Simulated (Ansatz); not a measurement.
## Sensitivity of the G0W0 gap of ZnWO4 (P2/c)

A base run on ZnWO4 (P2/c), then changed inputs.

Method: G0W0 on LDA, plane waves, PAW, in Ansatz 0.2.0.

Most raw output is cut from this account.

## 1. Starting point

Symmetry: P2/c, No. 13, monoclinic system. Conventional cell: a = 4.699 Å, b = 5.729 Å, c = 4.937 Å, α = 90.00°, β = 90.61°, γ = 90.00°. Zn has 6 O at 2.03 to 2.23 Å nearest. Nearest to W lie 6 O at 1.80 to 2.14 Å. Nearest to O lie 2 W at 1.92 to 2.14 Å and 1 Zn at 2.03 Å. O has 1 W at 1.80 Å and 2 Zn at 2.09 to 2.23 Å nearest. Farther neighbours and most contacts between anions are not listed.

The cell and positions come from the Crystallography Open Database and are kept as given unless a step says otherwise. Spin-orbit coupling is left out unless a step names it. The default PAW set here is soft_2. Its files were made with PBE.

## 2. The base run: 2×2×2 mesh, 283 empty bands, screening to 96 eV

Now the one-shot GW correction: screening in the RPA, then the self-energy of the levels asked for.

input.yaml reads:

```yaml
crystal:
  lattice:
    - [4.6986, 0.0, 0.0]
    - [0.0, 5.7293, 0.0]
    - [-0.052988409, 0.0, 4.9364156144]
  atoms:
    - { symbol: Zn, position: [0.5, 0.684, 0.25] }
    - { symbol: Zn, position: [0.5, 0.316, 0.75] }
    - { symbol: W, position: [0.0, 0.18258, 0.25] }
    - { symbol: W, position: [0.0, 0.81742, 0.75] }
    - { symbol: O, position: [0.2169, 0.1051, 0.9363] }
    - { symbol: O, position: [0.7831, 0.1051, 0.5637] }
    - { symbol: O, position: [0.7831, 0.8949, 0.0637] }
    - { symbol: O, position: [0.2169, 0.8949, 0.4363] }
    - { symbol: O, position: [0.2565, 0.3777, 0.3996] }
    - { symbol: O, position: [0.7435, 0.3777, 0.1004] }
    - { symbol: O, position: [0.7435, 0.6223, 0.6004] }
    - { symbol: O, position: [0.2565, 0.6223, 0.8996] }
kpoints:
  mp_grid: { grid: [2, 2, 2] }
hamiltonian:
  xc: lda
scf:
  occupations: { method: fixed }
gw:
  n_empty_bands: 283
  ecut_chi: 96
  qp_bands: [v4, c4]
  qp_kpoints: band_edges
  screening: { model: contour_deformation }
```

Launch:

```console
$ ansatz run input.yaml --threads 3 --pin off --max-ram 92160MiB --backend cuda --events-out ev --progress --plain --runs-dir out --devices 1 --max-vram 13GiB
```

Run time: 8.9 s. Hardware: 1 × NVIDIA H100 80GB HBM3 (shared by 6 runs) with 3 threads of AMD EPYC 7R13 (Zen 3), shared host; peak memory 1.3 GiB.

Numbers from this step:

| Item | Value |
| --- | --- |
| bands summed | 333 |
| RPA ε∞ on this mesh (eigenvalues) | 5.151, 5.202, 5.869 |
| plane waves in the screening matrix | 277 |
| q-points in the mesh | 8 |
| G0W0 gap on the mesh | 4.469 eV |
| k of the valence top | 0, -0.5, 0 |
| k of the conduction bottom | 0, -0.5, 0 |
| starting gap on the mesh | 2.848 eV |
| Z at the valence top | 0.7430 |
| Z at the conduction bottom | 0.7832 |
| least direct G0W0 gap on the computed points | 4.469 eV |

The gap on the mesh goes from 2.85 eV to 4.47 eV, a correction of +1.62 eV. Between the two edge states, bare exchange in place of the xc potential would open the gap by 11.13 eV, and correlation takes back 9.51 eV.

## 3. Variant: guard bands

Edit input.yaml of step 2 so:

```diff
@@ -25,4 +25,4 @@
 gw:
-  n_empty_bands: 283
-  ecut_chi: 96
+  n_empty_bands: 215
+  ecut_chi: 80
   qp_bands: [v4, c4]
@@ -30 +30,2 @@
   screening: { model: contour_deformation }
+  n_guard_bands: 12
```

The job ended after 11 s (1 × NVIDIA H100 80GB HBM3 (shared by 6 runs) with 3 threads; peak memory 1.3 GiB).

The G0W0 gap on the mesh is 4.512 eV.

Against the base:

```
              setting  base  variant
          empty bands   283      215
screening cutoff (eV)    96       80
        n guard bands     -       12
```

```csv
quantity,variant,base
starting gap on the mesh,2.848,2.848
G0W0 gap on the mesh,4.512,4.469
least direct G0W0 gap on the computed points,4.512,4.469
Z at the valence top,0.745,0.743
Z at the conduction bottom,0.785,0.783
```

## 4. Variant: larger pair-density box

Edit input.yaml of step 3 so:

```diff
@@ -25,4 +25,4 @@
 gw:
-  n_empty_bands: 215
-  ecut_chi: 80
+  n_empty_bands: 301
+  ecut_chi: 100
   qp_bands: [v4, c4]
@@ -30,2 +30,2 @@
   screening: { model: contour_deformation }
-  n_guard_bands: 12
+  ecutfock_ratio: 2
```

The job ended after 9.8 s (1 × NVIDIA H100 80GB HBM3 (shared by 6 runs) with 3 threads; peak memory 1.3 GiB; 19 s of CPU time).

The G0W0 gap on the mesh is 4.464 eV.

Against the base:

| setting | base | variant |
| --- | --- | --- |
| empty bands | 283 | 301 |
| screening cutoff (eV) | 96 | 100 |
| ecutfock ratio | - | 2 |

| quantity | variant | base |
| --- | --- | --- |
| starting gap on the mesh | 2.848 | 2.848 |
| G0W0 gap on the mesh | 4.464 | 4.469 |
| least direct G0W0 gap on the computed points | 4.464 | 4.469 |
| Z at the valence top | 0.743 | 0.743 |
| Z at the conduction bottom | 0.783 | 0.783 |

## 5. What came out

| Item | Value |
| --- | --- |
| base | 4.47 eV, 8.9 s |
| guard bands | 4.51 eV, 11 s |
| larger pair-density box | 4.46 eV, 9.8 s |

Guard bands: the gap moves by +0.04 eV. The variant differs from the base in empty bands, screening cutoff and n guard bands together, so the change can't be laid to one of them. Larger pair-density box: the gap moves by −0.005 eV. The variant differs from the base in empty bands, screening cutoff and ecutfock ratio together, so the change can't be laid to one of them. All runs here use a coarse mesh and modest cutoffs; they test settings and are not final values. The 2×2×2 mesh is coarse for this cell (its supercell is 9 Å along the shortest edge). The RPA ε∞ on it, from the LDA start, is 5.15, 5.20 and 5.87; such meshes misread the long-range screening, most where the gap is narrow. A d shell, filled or nearly so, lies near the gap. One-shot GW converges very slowly in bands there, not always from below, and on a semilocal start the gap tends to come out low; starts rich in exact exchange can overshoot instead. The many-body steps are scalar-relativistic: spin-orbit coupling is not in them.

[Paths, hosts, dates, memory and timing lines, banners, echoed tables and standing remarks are left out of the program output.]

[Logs are printed without paths, hosts, clocks, repeated set-up lines and the standing remarks that a program may print on its own settings, such as how far it seeks lower states.]

[Runs of the session that timed out or met a known fault of the program may be left out.]

[Cells called generated may have been cut or substituted from an entry of the Crystallography Open Database or the Materials Project.]

[Hosts, paths, dates, database ids (printed as entryN), source tags and the programs' standing remarks are cut or masked in the printed files.]
